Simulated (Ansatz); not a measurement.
# CsAgMoO4 (built on the sites of a database entry of CsLiMoO4): phonons and vibrational spectra, part 4 of 4

How does CsAgMoO4 (built on the sites of a database entry of CsLiMoO4) vibrate, and is this structure a minimum?

Ansatz 0.2.0; DFT PBEsol, scalar-relativistic, plane waves, PAW.

So far, highest frequency on the path or at a solved wavevector (cm⁻¹): step 6 (the dispersion) 921. Also lowest frequency on the path (cm⁻¹): step 6 -102. The relaxed cell has a = 9.132 Å (conventional setting).

The structure was built from a prototype and need not be the compound's stable phase.

## Step 7: Finite displacements in a supercell

Finite displacements in a 2×2×2 supercell give force constants from forces alone. They are exact at the wavevectors that the supercell holds, where they check the linear-response result.

File input.yaml:

```yaml
crystal:
  lattice:
    - [0.0, 4.5658374057, 4.5658374057]
    - [4.5658374057, 0.0, 4.5658374057]
    - [4.5658374057, 4.5658374057, 0.0]
  atoms:
    - { symbol: Cs, position: [0.75, 0.75, 0.75] }
    - { symbol: Ag, position: [0.5, 0.5, 0.5] }
    - { symbol: Mo, position: [0.25, 0.25, 0.25] }
    - { symbol: O, position: [0.9148221723, 0.3617259426, 0.3617259426] }
    - { symbol: O, position: [0.3617259426, 0.3617259426, 0.9148221723] }
    - { symbol: O, position: [0.3617259426, 0.9148221723, 0.3617259426] }
    - { symbol: O, position: [0.3617259426, 0.3617259426, 0.3617259426] }
kpoints:
  mp_grid: { grid: [4, 4, 4] }
hamiltonian:
  xc: pbesol
scf:
  occupations: { method: fixed }
output:
  eigenvalues: true
phonons:
  method: fd
  supercell: [2, 2, 2]
  temperatures: { t_max: 1000, t_step: 50 }
  qpath:
    path:
      - [[0.0, 0.0, 0.0], [-0.5, -0.5, 0.0], [-0.375, -0.375, 0.25]]
      - [[-0.375, 0.0, 0.375], [0.0, 0.0, 0.0], [0.0, 0.0, 0.5], [-0.5, -0.25, 0.25], [-0.5, -0.5, 0.0]]
    npoints: 10
  non_analytic_term:
    high_frequency_dielectric_tensor: [[2.9373, 0.0, 0.0], [0.0, 2.9373, 0.0], [0.0, 0.0, 2.9373]]
    born_effective_charges:
      - { species: Cs, tensor: [[1.3153, 0.0, 0.0], [0.0, 1.3153, 0.0], [0.0, 0.0, 1.3153]] }
      - { species: Ag, tensor: [[1.1586, 0.0, 0.0], [0.0, 1.1586, 0.0], [0.0, 0.0, 1.1586]] }
      - { species: Mo, tensor: [[3.5619, 0.0, 0.0], [0.0, 3.5619, 0.0], [0.0, 0.0, 3.5619]] }
      - { species: O, tensor: [[-1.5089, 0.9646, 0.9646], [0.9646, -1.5089, -0.9646], [0.9646, -0.9646, -1.5089]] }
      - { species: O, tensor: [[-1.5089, -0.9646, 0.9646], [-0.9646, -1.5089, 0.9646], [0.9646, 0.9646, -1.5089]] }
      - { species: O, tensor: [[-1.5089, 0.9646, -0.9646], [0.9646, -1.5089, 0.9646], [-0.9646, 0.9646, -1.5089]] }
      - { species: O, tensor: [[-1.5089, -0.9646, -0.9646], [-0.9646, -1.5089, -0.9646], [-0.9646, -0.9646, -1.5089]] }
    source: "zone-centre run at this cell"
```

The run is started by

```bash
$ ansatz run input.yaml --threads 8 --pin off --max-ram 14336MiB --backend cpu --events-out ev --progress --plain --runs-dir out
```

Numbers of over 12 decimals in the logs are rounded to 6 here.

The program printed:

```text
[...]
Crystal: 56 atoms, lattice volume = 1522.935 Å³
Basis set: ecut = 420 eV, 29795 PW (Γ), exchange–correlation on 180×180×180 points (8 copies of the dense FFT grid, shifted against one another)
Bands: 320, of which v1, the nominal top of the filled ones, is band 264 counted from 1 (263 counted from 0)
Symmetry: 192 space group operations
k-points: 3 of 8
[...]
SCF iter   1: F=—  HF=-161998.170981 eV  |F-HF|=—  |Δ(HF+E_count)|=         —  Δρ=2.02e-8  dr2=1.11e-11  ethr=1.00e-12  ⟨swp⟩=3.0  Hψ=2372  notcnv=0
[...]
SCF iter   2: F=-161998.170981 eV  HF=-161998.170981 eV  |F-HF|=0.00e0  |Δ(HF+E_count)|=  1.16e-10  Δρ=1.25e-8  dr2=4.49e-12  ethr=1.00e-12  ⟨swp⟩=3.0  Hψ=1840  notcnv=0
SCF 1 converged in 2 iterations: F = -161998.170981 eV  dr2 = 4.49e-12
[...]
Symmetry: 4 space group operations
k-points: 5 of 8
[...]
SCF iter  12: F=-161998.170795 eV  HF=-161998.170795 eV  |F-HF|=2.91e-11  |Δ(HF+E_count)|=  2.91e-11  Δρ=1.38e-8  dr2=3.59e-12  ethr=1.00e-12  ⟨swp⟩=5.0  Hψ=6135  notcnv=0
SCF 2 converged in 12 iterations: F = -161998.170795 eV  dr2 = 3.59e-12
[...]
SCF iter  12: F=-161998.170968 eV  HF=-161998.170968 eV  |F-HF|=5.82e-11  |Δ(HF+E_count)|=  5.82e-11  Δρ=6.47e-9  dr2=9.50e-13  ethr=1.00e-12  ⟨swp⟩=5.0  Hψ=5487  notcnv=0
SCF 3 converged in 12 iterations: F = -161998.170968 eV  dr2 = 9.50e-13
[...]
SCF iter   1: F=—  HF=-161998.170683 eV  |F-HF|=—  |Δ(HF+E_count)|=         —  Δρ=2.05e-5  dr2=1.71e-5  ethr=7.54e-10  ⟨swp⟩=4.0  Hψ=6138  notcnv=0  defer=28
eigensolver tolerance schedule calibrated: the retry pair's looser diagonalisation under-reported the residual by θ = 0.77 (0.12/decade); ethr = c·dr2/N_el runs at the constant in force after the calibration composes with the one it found (an armed cap, an earlier calibration), c = 7.4e-2
[...]
SCF iter   2: F=—  HF=-161998.170983 eV  |F-HF|=—  |Δ(HF+E_count)|=   3.00e-4  Δρ=1.21e-5  dr2=4.48e-6  ethr=7.54e-10  ⟨swp⟩=2.0  Hψ=2350  notcnv=0  defer=28
[...]
SCF iter  11: F=-161998.170981 eV  HF=-161998.170981 eV  |F-HF|=5.82e-11  |Δ(HF+E_count)|=    0.00e0  Δρ=1.33e-8  dr2=5.26e-12  ethr=1.00e-12  ⟨swp⟩=4.8  Hψ=6301  notcnv=0
SCF 4 converged in 11 iterations: F = -161998.170981 eV  dr2 = 5.26e-12
Symmetry: 2 space group operations
k-points: 6 of 8
[...]
SCF iter  12: F=-161998.170933 eV  HF=-161998.170933 eV  |F-HF|=5.82e-11  |Δ(HF+E_count)|=  2.91e-11  Δρ=7.61e-9  dr2=1.06e-12  ethr=1.00e-12  ⟨swp⟩=5.0  Hψ=6590  notcnv=0
SCF 5 converged in 12 iterations: F = -161998.170933 eV  dr2 = 1.06e-12
[...]
SCF iter   7: F=-161998.170937 eV  HF=-161998.170937 eV  |F-HF|=5.82e-11  |Δ(HF+E_count)|=    0.00e0  Δρ=1.43e-8  dr2=1.76e-12  ethr=1.00e-12  ⟨swp⟩=5.0  Hψ=7080  notcnv=0
SCF 6 converged in 7 iterations: F = -161998.170937 eV  dr2 = 1.76e-12
[...]
SCF converged after 2 iterations
Free energy (F): -161998.170981 eV
[...]
Internal energy: -161998.170981 eV  (E = F + TS)
E sigma→0 (E₀):  -161998.170981 eV
Fermi energy:    2.921324 eV
[...]
--- Forces (eV/Å), atoms counted from 1 ---
  atom   1  Cs     0.00000000    -0.00000000     0.00000000
  atom   2  Ag    -0.00000000     0.00000000    -0.00000000
  atom   3  Mo    -0.00000000     0.00000000     0.00000000
  atom   4  O     -0.00065629     0.00065629     0.00065629
  atom   5  O      0.00065629     0.00065629    -0.00065629
  atom   6  O      0.00065629    -0.00065629     0.00065629
  atom   7  O     -0.00065629    -0.00065629    -0.00065629
  atom   8  Cs     0.00000000    -0.00000000     0.00000000
  atom   9  Ag    -0.00000000    -0.00000000    -0.00000000
  atom  10  Mo    -0.00000000     0.00000000     0.00000000
  atom  11  O     -0.00065629     0.00065629     0.00065629
  atom  12  O      0.00065629     0.00065629    -0.00065629
  atom  13  O      0.00065629    -0.00065629     0.00065629
  atom  14  O     -0.00065629    -0.00065629    -0.00065629
  atom  15  Cs     0.00000000    -0.00000000     0.00000000
  atom  16  Ag    -0.00000000    -0.00000000    -0.00000000
  atom  17  Mo    -0.00000000     0.00000000     0.00000000
  atom  18  O     -0.00065629     0.00065629     0.00065629
  atom  19  O      0.00065629     0.00065629    -0.00065629
  atom  20  O      0.00065629    -0.00065629     0.00065629
  atom  21  O     -0.00065629    -0.00065629    -0.00065629
  atom  22  Cs     0.00000000    -0.00000000    -0.00000000
  atom  23  Ag    -0.00000000    -0.00000000     0.00000000
  atom  24  Mo    -0.00000000     0.00000000     0.00000000
  atom  25  O     -0.00065629     0.00065629     0.00065629
  atom  26  O      0.00065629     0.00065629    -0.00065629
  atom  27  O      0.00065629    -0.00065629     0.00065629
  atom  28  O     -0.00065629    -0.00065629    -0.00065629
  atom  29  Cs     0.00000000     0.00000000    -0.00000000
  atom  30  Ag    -0.00000000     0.00000000    -0.00000000
  atom  31  Mo    -0.00000000     0.00000000    -0.00000000
  atom  32  O     -0.00065629     0.00065629     0.00065629
  atom  33  O      0.00065629     0.00065629    -0.00065629
  atom  34  O      0.00065629    -0.00065629     0.00065629
  atom  35  O     -0.00065629    -0.00065629    -0.00065629
  atom  36  Cs     0.00000000    -0.00000000    -0.00000000
  atom  37  Ag    -0.00000000     0.00000000     0.00000000
  atom  38  Mo    -0.00000000     0.00000000     0.00000000
  atom  39  O     -0.00065629     0.00065629     0.00065629
  atom  40  O      0.00065629     0.00065629    -0.00065629
[...]
atom  45  Mo    -0.00000000     0.00000000    -0.00000000
  atom  46  O     -0.00065629     0.00065629     0.00065629
  atom  47  O      0.00065629     0.00065629    -0.00065629
  atom  48  O      0.00065629    -0.00065629     0.00065629
  atom  49  O     -0.00065629    -0.00065629    -0.00065629
  atom  50  Cs     0.00000000    -0.00000000    -0.00000000
  atom  51  Ag    -0.00000000     0.00000000     0.00000000
  atom  52  Mo    -0.00000000     0.00000000     0.00000000
  atom  53  O     -0.00065629     0.00065629     0.00065629
  atom  54  O      0.00065629     0.00065629    -0.00065629
  atom  55  O      0.00065629    -0.00065629     0.00065629
  atom  56  O     -0.00065629    -0.00065629    -0.00065629
  max |Σ_I F_I| component: 5.45e-17 eV/Å
--- Band table (eV) ---
  k-point 0: bands = [... 260 lower, 2.9186, 2.9186, 2.9186, 2.9186, 5.7959, 6.4031, 6.4031, 6.4031, ... 52 higher]
  k-point 1: bands = [... 260 lower, 2.9050, 2.9050, 2.9050, 2.9050, 6.2178, 6.2178, 6.4871, 6.4871, ... 52 higher]
  k-point 2: bands = [... 260 lower, 2.8836, 2.8836, 2.9213, 2.9213, 6.2877, 6.2877, 6.4592, 6.4592, ... 52 higher]
--- Phonons: 5 displaced members + reference (amplitude 0.0025 Å, Σ member SCF iterations 54) ---
  symmetry images taken by strict's conditions (phonons.symmetry_images: auto; settled by no image being taken that strict refuses)
  ASR residual: 3.096e-4 → 0.000e0 eV/Å²; symmetrization residual: 6.682e-5 eV/Å²
  largest component of a force at the reference: 6.6e-4 eV/Å
  ASR residual per site (eV/Å²): 3.10e-4 2.50e-4 2.27e-4 1.33e-4 1.33e-4 1.33e-4 1.33e-4
[...]
```

Run time: 67 s. Hardware: 8 threads of Intel Xeon 6975P-C (Granite Rapids), shared host; peak memory 12 GiB; 8.5 min of CPU time.

Numbers from this step:

- atoms in the supercell: 56
- sum-rule residual before enforcement: 3.10e-4 eV/Å²

Interpolated from a 2×2×2 supercell, with the LO-TO term (at Γ the limit along the path; where Γ stands inside the path, tables give the limit on arrival). The phonon branches at the labelled points (cm⁻¹):

```
    point  branch 1  branch 2  branch 3  branch 4  branch 18  branch 19  branch 20  branch 21
        Γ      -102      -102      -102       -28        850        850        906        921
  halfway       -98       -98       -93       -38        850        850        908        921
        X       -94       -94       -86       -43        851        851        912        916
  halfway       -94       -92       -87       -42        851        852        912        915
        U       -95       -89       -89       -39        850        854        911        914
jump to K       -95       -89       -89       -39        850        854        911        914
  halfway       -99       -98       -91       -37        850        852        907        920
        Γ      -102      -102      -102       -28        850        850        906        921
  halfway      -102       -96       -96       -29        850        850        907        921
        L      -102       -89       -89       -28        850        850        910        919
  halfway       -98       -90       -88       -37        850        853        910        916
        W       -91       -91       -90       -40        852        853        912        913
  halfway       -93       -92       -87       -42        851        852        912        915
        X       -94       -94       -86       -43        851        851        912        916
```

The phonon density of states has structure finer than the step of the table below, so its rows give means over 25 cm⁻¹, whole bins alone (the curve runs from -105 to 925 cm⁻¹). Peaks (cm⁻¹: height): -95.0: 0.182, -35.0: 0.143, 135.0: 0.100, 265.0: 0.141, 305.0: 0.195, 855.0: 0.133, 915.0: 0.108.

Tetrahedra on a 12×12×12 mesh, mean over bins of 10 cm-1. Interpolated from a 2×2×2 supercell. Phonon density of states against wavenumber; means over each step:

```
wavenumber (cm⁻¹)  phonon density of states (1/cm⁻¹/cell)
              -75                                  0.0314
              -50                                  0.0291
              -25                                  0.0832
                0                                  0.0367
               25                                  0.0482
               50                                  0.0109
               75                                  0.0231
              100                                  0.0179
              125                                  0.0693
              150                                  0.0417
              175                                       0
              200                                       0
              225                                       0
              250                                  0.0212
              275                                  0.0610
              300                                  0.0926
              325                                  0.0252
              350                                       0
              375                                       0
              400                                       0
              425                                       0
              450                                       0
              475                                       0
              500                                       0
              525                                       0
              550                                       0
              575                                       0
              600                                       0
              625                                       0
              650                                       0
              675                                       0
              700                                       0
              725                                       0
              750                                       0
              775                                       0
              800                                       0
              825                                 0.00333
              850                                  0.0700
              875                                 0.00669
              900                                  0.0417
```

At Γ the two methods differ by at most 0.0 cm⁻¹.

## Step 8: Summary of results

| Quantity | Value |
| --- | --- |
| space group after relaxation (within 0.01 Å) | F-43m |
| volume per atom | 27.2 Å³ |
| gap on the k-mesh | 2.87 eV |
| highest optical mode at the zone centre (no LO-TO term) | 921 cm⁻¹ |
| top of the zone-centre spectrum with the field | 921 cm⁻¹ |
| lowest optical zone-centre mode | -102 cm⁻¹ |
| mean high-frequency dielectric constant | 2.94 |
| largest Born charge (third of the trace) | 3.56 e |
| lowest mode on the q mesh (acoustic modes at Γ apart) | -102 cm⁻¹ |
| highest frequency on the path or at a solved wavevector | 921 cm⁻¹ |
| imaginary modes on the 2×2×2 q mesh | yes |

In words: Modes are clearly imaginary (beyond 10i cm⁻¹) at 3 of the 3 irreducible wavevectors, most at q = (0, 0, -0.5) (102.4i cm⁻¹), so this structure is not a minimum of the energy. Without the field, the optical modes at Γ span -102 to 921 cm⁻¹ (negative means imaginary). The highest mode in this list at Γ, 921.4 cm⁻¹, is mostly motion of O (100 % of the kinetic energy). The macroscopic field leaves the top of the zone-centre spectrum where it is. Among the real modes, the strongest infrared line is at 850 cm⁻¹. Finite displacements and linear response differ by 0.0 cm⁻¹ in the highest zone-centre mode. The program warns that the interpolation holds no quadrupole term, so branches close to Γ can be off in this crystal. Spin-orbit coupling is left out, which can matter for the heavy elements here. The starting cell was built on a prototype and not taken from a measurement, so the phase need not exist. These are harmonic frequencies at zero temperature: anharmonic shifts, linewidths and thermal expansion are left out.

[Logs are printed without paths, hosts, clocks, repeated set-up lines and the standing remarks that a program may print on its own settings, such as how far it seeks lower states.]

[Hosts, paths, dates, database ids (printed as entryN), source tags and the programs' standing remarks are cut or masked in the printed files.]
